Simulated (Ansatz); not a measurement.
# BaSn2MoPt, from a guessed structure to a relaxed one

This structure for BaSn2MoPt is made up. Its elements were placed in a known structure type with a cell scaled to their sizes. What cell does the guess relax to, and how far off was it?

Program: Ansatz 0.2.0. Level of theory: DFT, PBE, plane-wave PAW, files of the set soft_1, scalar-relativistic, no spin, cell and ions relaxed at zero pressure; PAW set soft_1, in the first sound run; inputs show where later runs differ. Results are calculated unless marked as measured.

### 1. Starting point

The structure is tetragonal, space group I4mm (No. 107). Conventional cell: a = 4.861 Å, b = 4.861 Å, c = 11.054 Å, α = 90.00°, β = 90.00°, γ = 90.00°. Pt has 1 Mo at 2.56 Å and 4 Sn at 2.69 Å and 5 Ba at 3.82 to 3.86 Å nearest. Nearest to Ba lie 4 Mo at 3.55 Å and 8 Sn at 3.64 to 3.72 Å and 5 Pt at 3.82 to 3.86 Å. Nearest to Sn lie 2 Pt at 2.69 Å and 2 Mo at 3.03 Å and 4 Sn at 3.44 Å and 4 Ba at 3.64 to 3.72 Å. Nearest to Mo lie 1 Pt at 2.56 Å and 4 Sn at 3.03 Å and 4 Ba at 3.55 Å. Farther neighbours are not listed.

### 2. Relaxing cell and atoms

The guess takes its coordinates from another compound and its volume from a rule, so the cell and any free coordinates are relaxed together.

input.yaml reads:

```yaml
crystal:
  lattice:
    - [-2.4305, 2.4305, 5.527]
    - [2.4305, -2.4305, 5.527]
    - [2.4305, 2.4305, -5.527]
  atoms:
    - { symbol: Pt, position: [0.3502, 0.3502, 0.0] }
    - { symbol: Ba, position: [0.0007, 0.0007, 0.0] }
    - { symbol: Sn, position: [0.2458, 0.7458, 0.5] }
    - { symbol: Sn, position: [0.7458, 0.2458, 0.5] }
    - { symbol: Mo, position: [0.582, 0.582, 0.0] }
kpoints:
  mp_grid: { grid: [8, 8, 8] }
scf:
  occupations: { method: fermi_dirac, width: 0.05 }
hamiltonian:
  xc: pbe
  pseudopotentials: { kind: paw, azcp: { folder: soft_1 } }
relax:
  f_tol: 0.015
  max_steps: 70
  cell: {}
output:
  forces: true
  stress: true
```

The run is started by

```bash
$ ansatz run input.yaml --threads 4 --pin off --max-ram 8192MiB --backend cpu --events-out ev --progress --plain --runs-dir out
```

Numbers of over 12 decimals in the logs are rounded to 6 here.

Output:

```text
Engine: ansatz 0.2.0, aarch64-unknown-linux-gnu
Pseudopotentials: kind: paw
Pseudopotential: Pt, paw, valence charge 18, recommended cutoff 420 eV (normal), soft_1/Pt.paw.azcp
Pseudopotential: Ba, paw, valence charge 10, recommended cutoff 420 eV (normal), soft_1/Ba.paw.azcp
Pseudopotential: Sn, paw, valence charge 14, recommended cutoff 420 eV (normal), soft_1/Sn.paw.azcp
Pseudopotential: Mo, paw, valence charge 14, recommended cutoff 420 eV (normal), soft_1/Mo.paw.azcp
Functional definition: PBE
  parameter kappa = 0.804
  parameter beta = 0.066725
  exchange = pbe_x(kappa = kappa, mu = beta*pi^2/3)
  correlation = pbe_c(beta = beta)
Crystal: 5 atoms, lattice volume = 130.599 Å³
Basis set: ecut = 420 eV, 2559 PW (Γ), exchange–correlation on 90×90×90 points (8 copies of the dense FFT grid, shifted against one another)
Bands: 42, of which v1, the nominal top of the filled ones, is band 35 counted from 1 (34 counted from 0)
Symmetry: 8 space group operations
Space group: I4mm (ITA 107), of the structure as read, at distance tolerance 5.1e-5 Å
k-points: 59 of 512 (time reversal used)
Non-local potential: Pt, projectors of the file, l = 0: 3, l = 1: 2, l = 2: 2, l = 3: 1
Non-local potential: Ba, projectors of the file, l = 0: 3, l = 1: 2, l = 2: 2, l = 3: 2
Non-local potential: Sn, projectors of the file, l = 0: 2, l = 1: 2, l = 2: 2, l = 3: 1
Non-local potential: Mo, projectors of the file, l = 0: 3, l = 1: 2, l = 2: 2, l = 3: 1
PAW form: soft (Blöchl's): semilocal exchange-correlation on the pseudo side does not see the compensation charge
PAW one-centre angular grid: Pt, 590 points (default); XC on 64 Gauss nodes
PAW one-centre angular grid: Ba, 194 points (default); XC on 64 Gauss nodes
PAW one-centre angular grid: Sn, 590 points (default); XC on 64 Gauss nodes
PAW one-centre angular grid: Mo, 590 points (default); XC on 64 Gauss nodes
Initial density: superposition of atomic densities (chi_scale 0.1, normalization cell, long waves kept (reshape's long-wave potential 0.00 eV rms))
Initial wavefunctions: pseudopotential atomic-orbital guess
Functional: x = pbe(κ = 0.804, μ = 0.219515), c = pbe(β = 0.066725)
SCF iter   1: F=—  HF=-35487.532334 eV  |F-HF|=—  |Δ(HF+E_count)|=         —  Δρ=1.36e-1  dr2=5.66e1  ethr=3.10e-3  ⟨swp⟩=12.4  Hψ=13321  notcnv=0
preconditioner: auto → Kerker (q_TF=auto, 2.459 Å⁻¹)  [metal: Δε(μ)=0.003 eV  Ē_g=12.989 eV  σ=0.050 eV  W_gap=0.02  n_scr=32 (ndim 8)  ℏωp=23.4 eV  f_vac=0.000  D(μ)=7.09/eV (n_scr^D=76)]
SCF iter   2: F=—  HF=-35481.174567 eV  |F-HF|=—  |Δ(HF+E_count)|=    6.36e0  Δρ=5.90e-2  dr2=1.20e1  ethr=3.10e-3  ⟨swp⟩=4.1  Hψ=5930  notcnv=0  defer=2
SCF iter   3: F=—  HF=-35479.529511 eV  |F-HF|=—  |Δ(HF+E_count)|=    1.65e0  Δρ=1.79e-2  dr2=1.57e0  ethr=3.10e-3  ⟨swp⟩=4.7  Hψ=4692  notcnv=0  defer=6
SCF iter   4: F=—  HF=-35479.278941 eV  |F-HF|=—  |Δ(HF+E_count)|=   2.51e-1  Δρ=4.65e-3  dr2=2.82e-2  ethr=2.24e-3  ⟨swp⟩=4.0  Hψ=4050  notcnv=0  defer=20
SCF iter   5: F=—  HF=-35479.276455 eV  |F-HF|=—  |Δ(HF+E_count)|=   2.49e-3  Δρ=1.61e-3  dr2=4.88e-3  ethr=4.03e-5  ⟨swp⟩=2.4  Hψ=4744  notcnv=0  defer=23
SCF iter   6: F=—  HF=-35479.276213 eV  |F-HF|=—  |Δ(HF+E_count)|=   2.42e-4  Δρ=8.20e-4  dr2=2.24e-3  ethr=6.97e-6  ⟨swp⟩=2.7  Hψ=4029  notcnv=0  defer=23
SCF iter   7: F=—  HF=-35479.275911 eV  |F-HF|=—  |Δ(HF+E_count)|=   3.02e-4  Δρ=2.02e-4  dr2=6.54e-5  ethr=3.21e-6  ⟨swp⟩=2.0  Hψ=2720  notcnv=0  defer=23
SCF iter   8: F=—  HF=-35479.275905 eV  |F-HF|=—  |Δ(HF+E_count)|=   6.39e-6  Δρ=3.69e-5  dr2=3.51e-6  ethr=9.34e-8  ⟨swp⟩=2.0  Hψ=3744  notcnv=0  defer=23
SCF iter   9: F=—  HF=-35479.275904 eV  |F-HF|=—  |Δ(HF+E_count)|=   3.69e-7  Δρ=1.33e-5  dr2=3.72e-7  ethr=5.02e-9  ⟨swp⟩=2.0  Hψ=4018  notcnv=0  defer=23
SCF iter  10: F=-35479.275904 eV  HF=-35479.275904 eV  |F-HF|=2.40e-8  |Δ(HF+E_count)|=   9.60e-8  Δρ=5.31e-6  dr2=5.47e-8  ethr=1.43e-10  ⟨swp⟩=5.0  Hψ=9298  notcnv=0
SCF 1 converged in 10 iterations: F = -35479.275904 eV  dr2 = 5.47e-8
  greatest PAW one-centre occupation: 1.000 electrons in one spin orbital (limit 2), on the Pt atom at site 0 (counted from 0), in its partial waves of l = 0
relax step   1: F+E_penalty+E_count = -35479.27590402 eV  Δ(F+E_penalty+E_count) = +0.000e0 eV  max|allowed force component| = 1.454e0 eV/Å  Δτ_max = 0.0000 Å  P = -2.131 GPa  Ω = 130.599 Å³  (10 SCF iters, dr2 threshold 1.00e-7 eV, accepted)
Crystal: 5 atoms, lattice volume = 125.897 Å³
Basis set: ecut = 420 eV, 2447 PW (Γ), exchange–correlation on 90×90×90 points (8 copies of the dense FFT grid, shifted against one another)
Initial density: handed on by an earlier stage of this run
Initial wavefunctions: those handed on with the density
iter 1 solved again at ethr=3.65e-4 eV; its pass at ethr=3.10e-3 eV (dr2=2.55e-1 eV) is discarded
SCF iter   1: F=—  HF=-35479.892318 eV  |F-HF|=—  |Δ(HF+E_count)|=         —  Δρ=1.68e-2  dr2=2.55e-1  ethr=3.65e-4  ⟨swp⟩=1.2  Hψ=13854  notcnv=0
preconditioner: auto → Kerker (q_TF=auto, 2.474 Å⁻¹)  [metal: Δε(μ)=0.024 eV  Ē_g=13.363 eV  σ=0.050 eV  W_gap=0.12  n_scr=32 (ndim 8)  ℏωp=23.9 eV  f_vac=0.000  D(μ)=5.93/eV (n_scr^D=44)]
SCF iter   2: F=—  HF=-35479.860579 eV  |F-HF|=—  |Δ(HF+E_count)|=   3.17e-2  Δρ=9.61e-3  dr2=8.49e-2  ethr=3.64e-4  ⟨swp⟩=2.0  Hψ=2663  notcnv=0
SCF iter   3: F=—  HF=-35479.848168 eV  |F-HF|=—  |Δ(HF+E_count)|=   1.24e-2  Δρ=1.21e-3  dr2=2.77e-3  ethr=1.21e-4  ⟨swp⟩=2.0  Hψ=3514  notcnv=0
SCF iter   4: F=—  HF=-35479.847834 eV  |F-HF|=—  |Δ(HF+E_count)|=   3.34e-4  Δρ=2.69e-4  dr2=2.21e-4  ethr=3.96e-6  ⟨swp⟩=2.0  Hψ=3239  notcnv=0
SCF iter   5: F=—  HF=-35479.847806 eV  |F-HF|=—  |Δ(HF+E_count)|=   2.81e-5  Δρ=1.10e-4  dr2=3.00e-5  ethr=3.15e-7  ⟨swp⟩=2.0  Hψ=3392  notcnv=0
SCF iter   6: F=—  HF=-35479.847805 eV  |F-HF|=—  |Δ(HF+E_count)|=   1.49e-6  Δρ=3.61e-5  dr2=3.12e-6  ethr=4.28e-8  ⟨swp⟩=2.0  Hψ=3428  notcnv=0
SCF iter   7: F=-35479.847804 eV  HF=-35479.847804 eV  |F-HF|=9.42e-8  |Δ(HF+E_count)|=   1.91e-7  Δρ=1.10e-5  dr2=2.47e-7  ethr=7.14e-10  ⟨swp⟩=5.0  Hψ=9105  notcnv=0
SCF 2 converged in 7 iterations: F = -35479.847804 eV  dr2 = 2.47e-7
relax step   2: F+E_penalty+E_count = -35479.84780423 eV  Δ(F+E_penalty+E_count) = -5.719e-1 eV  max|allowed force component| = 8.700e-1 eV/Å  Δτ_max = 0.1950 Å  P = -0.027 GPa  Ω = 125.897 Å³  energy of the carried Pulay correction = +7.242e-4 eV  (7 SCF iters, dr2 threshold 5.00e-7 eV, accepted)
Crystal: 5 atoms, lattice volume = 124.889 Å³
Basis set: ecut = 420 eV, 2423 PW (Γ), exchange–correlation on 90×90×90 points (8 copies of the dense FFT grid, shifted against one another)
iter 1 solved again at ethr=4.58e-4 eV; its pass at ethr=3.10e-3 eV (dr2=3.21e-1 eV) is discarded
SCF iter   1: F=—  HF=-35480.056508 eV  |F-HF|=—  |Δ(HF+E_count)|=         —  Δρ=1.37e-2  dr2=3.36e-1  ethr=4.58e-4  ⟨swp⟩=1.2  Hψ=12597  notcnv=0
preconditioner: auto → Kerker (q_TF=auto, 2.477 Å⁻¹)  [metal: Δε(μ)=0.012 eV  Ē_g=13.414 eV  σ=0.050 eV  W_gap=0.06  n_scr=32 (ndim 8)  ℏωp=24.0 eV  f_vac=0.000  D(μ)=6.05/eV (n_scr^D=44)]
SCF iter   2: F=—  HF=-35480.005086 eV  |F-HF|=—  |Δ(HF+E_count)|=   5.14e-2  Δρ=7.99e-3  dr2=1.39e-1  ethr=4.58e-4  ⟨swp⟩=2.0  Hψ=2726  notcnv=0
SCF iter   3: F=—  HF=-35479.970310 eV  |F-HF|=—  |Δ(HF+E_count)|=   3.48e-2  Δρ=1.43e-3  dr2=8.95e-3  ethr=1.99e-4  ⟨swp⟩=3.0  Hψ=3882  notcnv=0
SCF iter   4: F=—  HF=-35479.968432 eV  |F-HF|=—  |Δ(HF+E_count)|=   1.88e-3  Δρ=4.12e-4  dr2=3.85e-4  ethr=1.28e-5  ⟨swp⟩=2.0  Hψ=3417  notcnv=0
SCF iter   5: F=—  HF=-35479.968449 eV  |F-HF|=—  |Δ(HF+E_count)|=   1.68e-5  Δρ=1.36e-4  dr2=3.19e-5  ethr=5.49e-7  ⟨swp⟩=2.0  Hψ=3415  notcnv=0
SCF iter   6: F=—  HF=-35479.968456 eV  |F-HF|=—  |Δ(HF+E_count)|=   7.32e-6  Δρ=3.07e-5  dr2=1.57e-6  ethr=4.55e-8  ⟨swp⟩=2.0  Hψ=3419  notcnv=0
SCF iter   7: F=-35479.968456 eV  HF=-35479.968456 eV  |F-HF|=7.15e-8  |Δ(HF+E_count)|=   3.39e-7  Δρ=1.11e-5  dr2=1.72e-7  ethr=7.14e-10  ⟨swp⟩=5.0  Hψ=9086  notcnv=0
SCF 3 converged in 7 iterations: F = -35479.968456 eV  dr2 = 1.72e-7
relax step   3: F+E_penalty+E_count = -35479.96845623 eV  Δ(F+E_penalty+E_count) = -1.207e-1 eV  max|allowed force component| = 1.262e-1 eV/Å  Δτ_max = 0.1667 Å  P = +1.226 GPa  Ω = 124.889 Å³  energy of the carried Pulay correction = +8.829e-4 eV  (7 SCF iters, dr2 threshold 5.00e-7 eV, accepted)
Crystal: 5 atoms, lattice volume = 128.096 Å³
Basis set: ecut = 420 eV, 2519 PW (Γ), exchange–correlation on 90×90×90 points (8 copies of the dense FFT grid, shifted against one another)
iter 1 solved again at ethr=6.48e-5 eV; its pass at ethr=3.10e-3 eV (dr2=4.53e-2 eV) is discarded
SCF iter   1: F=—  HF=-35479.979019 eV  |F-HF|=—  |Δ(HF+E_count)|=         —  Δρ=3.35e-3  dr2=4.57e-2  ethr=6.48e-5  ⟨swp⟩=1.5  Hψ=12954  notcnv=0
preconditioner: auto → Kerker (q_TF=auto, 2.467 Å⁻¹)  [metal: Δε(μ)=0.016 eV  Ē_g=13.348 eV  σ=0.050 eV  W_gap=0.08  n_scr=32 (ndim 8)  ℏωp=23.7 eV  f_vac=0.000  D(μ)=6.32/eV (n_scr^D=68)]
SCF iter   2: F=—  HF=-35479.974760 eV  |F-HF|=—  |Δ(HF+E_count)|=   4.26e-3  Δρ=1.67e-3  dr2=1.37e-2  ethr=6.48e-5  ⟨swp⟩=1.0  Hψ=2478  notcnv=0
SCF iter   3: F=—  HF=-35479.972743 eV  |F-HF|=—  |Δ(HF+E_count)|=   2.02e-3  Δρ=3.62e-4  dr2=5.91e-4  ethr=1.96e-5  ⟨swp⟩=1.8  Hψ=2660  notcnv=0
SCF iter   4: F=—  HF=-35479.972614 eV  |F-HF|=—  |Δ(HF+E_count)|=   1.29e-4  Δρ=1.08e-4  dr2=3.28e-5  ethr=8.45e-7  ⟨swp⟩=2.0  Hψ=3243  notcnv=0
SCF iter   5: F=—  HF=-35479.972611 eV  |F-HF|=—  |Δ(HF+E_count)|=   3.37e-6  Δρ=3.77e-5  dr2=3.19e-6  ethr=4.69e-8  ⟨swp⟩=2.0  Hψ=4025  notcnv=0
SCF iter   6: F=-35479.972610 eV  HF=-35479.972610 eV  |F-HF|=1.33e-7  |Δ(HF+E_count)|=   5.54e-7  Δρ=1.25e-5  dr2=2.84e-7  ethr=7.14e-10  ⟨swp⟩=5.1  Hψ=9453  notcnv=0
SCF 4 converged in 6 iterations: F = -35479.972610 eV  dr2 = 2.84e-7
relax step   4: F+E_penalty+E_count = -35479.97260995 eV  Δ(F+E_penalty+E_count) = -4.154e-3 eV  max|allowed force component| = 9.679e-2 eV/Å  Δτ_max = 0.0134 Å  P = -0.795 GPa  Ω = 128.096 Å³  energy of the carried Pulay correction = +3.823e-4 eV  (6 SCF iters, dr2 threshold 5.00e-7 eV, accepted)
Crystal: 5 atoms, lattice volume = 126.823 Å³
Basis set: ecut = 420 eV, 2471 PW (Γ), exchange–correlation on 90×90×90 points (8 copies of the dense FFT grid, shifted against one another)
iter 1 solved again at ethr=6.32e-6 eV; its pass at ethr=3.10e-3 eV (dr2=4.43e-3 eV) is discarded
SCF iter   1: F=—  HF=-35479.977185 eV  |F-HF|=—  |Δ(HF+E_count)|=         —  Δρ=1.20e-3  dr2=5.09e-3  ethr=6.32e-6  ⟨swp⟩=2.0  Hψ=11592  notcnv=0
preconditioner: auto → Kerker (q_TF=auto, 2.471 Å⁻¹)  [metal: Δε(μ)=0.007 eV  Ē_g=13.346 eV  σ=0.050 eV  W_gap=0.03  n_scr=32 (ndim 8)  ℏωp=23.8 eV  f_vac=0.000  D(μ)=6.09/eV (n_scr^D=44)]
SCF iter   2: F=—  HF=-35479.976677 eV  |F-HF|=—  |Δ(HF+E_count)|=   5.08e-4  Δρ=5.86e-4  dr2=1.44e-3  ethr=6.32e-6  ⟨swp⟩=1.1  Hψ=2482  notcnv=0
SCF iter   3: F=—  HF=-35479.976452 eV  |F-HF|=—  |Δ(HF+E_count)|=   2.24e-4  Δρ=1.28e-4  dr2=7.75e-5  ethr=2.06e-6  ⟨swp⟩=1.9  Hψ=2646  notcnv=0
SCF iter   4: F=—  HF=-35479.976426 eV  |F-HF|=—  |Δ(HF+E_count)|=   2.68e-5  Δρ=4.13e-5  dr2=4.43e-6  ethr=1.11e-7  ⟨swp⟩=2.0  Hψ=3218  notcnv=0
SCF iter   5: F=—  HF=-35479.976425 eV  |F-HF|=—  |Δ(HF+E_count)|=   1.15e-6  Δρ=1.70e-5  dr2=6.80e-7  ethr=6.33e-9  ⟨swp⟩=2.0  Hψ=4010  notcnv=0
SCF iter   6: F=-35479.976424 eV  HF=-35479.976424 eV  |F-HF|=2.49e-8  |Δ(HF+E_count)|=   1.90e-7  Δρ=5.41e-6  dr2=5.88e-8  ethr=7.14e-10  ⟨swp⟩=4.7  Hψ=8745  notcnv=0
SCF 5 converged in 6 iterations: F = -35479.976424 eV  dr2 = 5.88e-8
relax step   5: F+E_penalty+E_count = -35479.97642430 eV  Δ(F+E_penalty+E_count) = -3.814e-3 eV  max|allowed force component| = 2.803e-3 eV/Å  Δτ_max = 0.0032 Å  P = -0.028 GPa  Ω = 126.823 Å³  energy of the carried Pulay correction = +5.795e-4 eV  (6 SCF iters, dr2 threshold 5.00e-7 eV, accepted)
Initial wavefunctions: pseudopotential atomic-orbital guess (no wavefunctions were taken with the density)
iter 1 solved again at ethr=2.44e-6 eV; its pass at ethr=3.10e-3 eV (dr2=1.71e-3 eV) is discarded
SCF iter   1: F=—  HF=-35479.975915 eV  |F-HF|=—  |Δ(HF+E_count)|=         —  Δρ=4.37e-5  dr2=5.02e-7  ethr=2.44e-6  ⟨swp⟩=3.1  Hψ=16694  notcnv=0
eigensolver tolerance schedule: the retry pair's looser diagonalisation over-reported the residual by 3394.94 of it (diagonalisation noise at an unbounded share of the residual, at the tolerance the schedule requests for it); recorded, not acted on — ethr = c·dr2/N_el stays at c = 1.0e-1
preconditioner: auto → Kerker (q_TF=auto, 2.471 Å⁻¹)  [metal: Δε(μ)=0.009 eV  Ē_g=13.355 eV  σ=0.050 eV  W_gap=0.05  n_scr=32 (ndim 8)  ℏωp=23.8 eV  f_vac=0.000  D(μ)=6.11/eV (n_scr^D=52)]
SCF iter   2: F=—  HF=-35479.975834 eV  |F-HF|=—  |Δ(HF+E_count)|=   8.16e-5  Δρ=2.31e-5  dr2=1.45e-7  ethr=7.17e-10  ⟨swp⟩=2.9  Hψ=4943  notcnv=0
SCF iter   3: F=—  HF=-35479.975834 eV  |F-HF|=—  |Δ(HF+E_count)|=   1.11e-7  Δρ=2.65e-6  dr2=6.37e-9  ethr=2.07e-10  ⟨swp⟩=2.0  Hψ=4520  notcnv=0
SCF iter   4: F=—  HF=-35479.975834 eV  |F-HF|=—  |Δ(HF+E_count)|=   1.81e-9  Δρ=7.86e-7  dr2=1.53e-9  ethr=9.10e-12  ⟨swp⟩=2.9  Hψ=4059  notcnv=0
SCF iter   5: F=—  HF=-35479.975834 eV  |F-HF|=—  |Δ(HF+E_count)|=  1.67e-10  Δρ=2.15e-7  dr2=1.32e-10  ethr=2.18e-12  ⟨swp⟩=2.0  Hψ=3428  notcnv=0
SCF iter   6: F=-35479.975834 eV  HF=-35479.975834 eV  |F-HF|=7.28e-12  |Δ(HF+E_count)|=  2.18e-11  Δρ=8.15e-8  dr2=1.42e-11  ethr=1.00e-12  ⟨swp⟩=4.7  Hψ=8675  notcnv=0
SCF 6 converged in 6 iterations: F = -35479.975834 eV  dr2 = 1.42e-11
relax step   6: F+E_penalty+E_count = -35479.97583384 eV  Δ(F+E_penalty+E_count) = +5.905e-4 eV  max|allowed force component| = 2.980e-3 eV/Å  Δτ_max = 0.0000 Å  P = -0.027 GPa  Ω = 126.823 Å³  stress off target by 3.06e-2 GPa  SCF on the basis re-selected at this cell (its energy is not comparable with the rows above)  (6 SCF iters)
basis re-selected at this cell: Δ(F+E_penalty+E_count) = +5.905e-4 eV, ΔP = +0.000 GPa vs the last step (what re-selecting the basis moved, of the pressure what is left beyond the Pulay correction that the steps carried, after the strain that the cell walked since its last selection, with what the two solves' SCF thresholds leave and, on support functions, any second-order correction that the steps lacked; it is no m [...]
SCF converged after 6 iterations
Free energy (F): -35479.975834 eV
Harris-Foulkes:  -35479.975834 eV  (|F-HF|=7.28e-12)
Internal energy: -35479.927465 eV  (E = F + TS)
E sigma→0 (E₀):  -35479.951649 eV
Entropy (-TS):   -0.048369 eV (-9.674 meV/atom)
Fermi energy:    12.835155 eV
--- Per-component energies (eV) ---
  E_band       = -587.672754
  E_kinetic    = 1515.209732
  E_local      = -6098.347573  (includes V_loc(G=0)·N_el)
  E_nonlocal   = 738.229310
  E_hartree    = 2603.659754
  E_xc         = -857.098522
  E_vxc        = -778.045370  (∫ρ·V_xc dr)
  E_paw        = -26633.183444  (= ΣΔE_a)
  E_vpaw       = -1172.040166  (= ΣTr[D̂ρ^β])
  E_aug_tail   = 0.001761  (compensation charges beyond the density's cutoff)
  E_ewald      = -6748.398482
  E_smearing   = -0.048369  (= −TS)
  E_closure    = -0.000000  (closes the sum)
  Σ components = -35479.975834   (vs F -35479.975834, Δ=0.00e0)
--- Forces (eV/Å), atoms counted from 1 ---
  atom   1  Pt     0.00000000     0.00000000    -0.00230847
  atom   2  Ba     0.00000000    -0.00000000     0.00137172
  atom   3  Sn    -0.00000000    -0.00000000    -0.00102099
  atom   4  Sn     0.00000000    -0.00000000    -0.00102099
  atom   5  Mo    -0.00000000     0.00000000     0.00298043
  max |Σ_I F_I| component: 1.70e-6 eV/Å
--- Stress (GPa, compression-positive) ---
       -0.030561       0.000000       0.000000
        0.000000      -0.030561       0.000000
        0.000000       0.000000      -0.020804
  P = ⅓ Tr σ = -0.0273 GPa (-0.273 kbar)
--- Relaxed structure (5 steps of the walk, 5 accepted, 1 SCFs on fresh bases) ---
  F+E_penalty+E_count = -35479.97583384 eV   max|allowed force component| = 2.980e-3 eV/Å   (the final SCF, on the basis selected at the relaxed cell)
  cell:  # Å, volume = 126.8228 Å³
    - [-2.412430, 2.412430, 5.447884]
    - [2.412430, -2.412430, 5.447884]
    - [2.412430, 2.412430, -5.447884]
  atoms:
    - { symbol: Pt, position: [0.376395, 0.376395, 0] }
    - { symbol: Ba, position: [-0.020236, -0.020236, 0] }
    - { symbol: Sn, position: [0.230943, 0.730943, 0.500000] }
    - { symbol: Sn, position: [0.730943, 0.230943, 0.500000] }
    - { symbol: Mo, position: [0.606455, 0.606455, 0] }
```

The job ended after 46 s (4 threads of Arm Neoverse V1, shared host; peak memory 0.65 GiB; 3 min of CPU time).

Relaxation path:

| step | energy less that of the first step (eV) | largest force component (eV/Å) | pressure (GPa) | volume (Å³) |
| --- | --- | --- | --- | --- |
| 1 | 0.0000 | 1.4544 | -2.13 | 130.60 |
| 2 | -0.5719 | 0.8700 | -0.03 | 125.90 |
| 3 | -0.6926 | 0.1262 | 1.23 | 124.89 |
| 4 | -0.6967 | 0.0968 | -0.80 | 128.10 |
| 5 | -0.7005 | 0.0028 | -0.03 | 126.82 |
| 6* | -0.6999 | 0.0030 | -0.03 | 126.82 |

Relaxation steps marked * repeat the geometry before them on a plane-wave basis chosen anew for their cell, so energy and pressure can jump there.

The run keeps the 8 symmetry operations that it works with, so distortions that break them were not tested.

| conventional cell, symmetrised | before | after | change |
| --- | --- | --- | --- |
| a (Å) | 4.861 | 4.825 | -0.7 % |
| b (Å) | 4.861 | 4.825 | -0.7 % |
| c (Å) | 11.054 | 10.896 | -1.4 % |
| volume (Å³/atom) | 26.12 | 25.36 | -2.9 % |

The atoms that moved most (Å, as changes of fractional coordinates times the final cell):

| atom | dx | dy | dz | length |
| --- | --- | --- | --- | --- |
| Pt1 | 0.000 | 0.000 | 0.285 | 0.285 |
| Mo5 | 0.000 | 0.000 | 0.266 | 0.266 |
| Ba2 | 0.000 | 0.000 | -0.228 | 0.228 |
| Sn3 | 0.000 | 0.000 | -0.162 | 0.162 |
| Sn4 | 0.000 | 0.000 | -0.162 | 0.162 |

Final coordinates:

```xyz
5
Lattice="-2.4124 2.4124 5.4479 2.4124 -2.4124 5.4479 2.4124 2.4124 -5.4479" Properties=species:S:1:pos:R:3 pbc="T T T"
Pt    0.0000    0.0000    4.1011
Ba    0.0000    0.0000   -0.2205
Sn    2.4124    0.0000    2.5163
Sn    0.0000    2.4124    2.5163
Mo    0.0000    0.0000    6.6078
```

This step gave:

* free energy: -35479.9758 eV
* energy at zero smearing: -35479.9516 eV
* smearing term TS: 0.04837 eV
* Fermi energy: 12.84 eV
* electrons: 70
* symmetry operations: 8
* pressure: -0.02731 GPa

Shortest distances by pair of elements, guess and relaxed (not always the same contact):

| pair | guess (Å) | relaxed (Å) |
| --- | --- | --- |
| Mo–Pt | 2.562 | 2.507 |
| Mo–Sn | 3.031 | 2.768 |
| Pt–Sn | 2.691 | 2.886 |
| Sn–Sn | 3.437 | 3.412 |
| Ba–Pt | 3.819 | 3.593 |

The relaxation ends with a largest force component of 0.0030 eV/Å and a pressure of -0.03 GPa.

(Part 1 of 2 ends here.)

[Logs are printed without paths, hosts, clocks, repeated set-up lines and the standing remarks that a program may print on its own settings, such as how far it seeks lower states.]

[Hosts, paths, dates, database ids (printed as entryN), source tags and the programs' standing remarks are cut or masked in the printed files.]
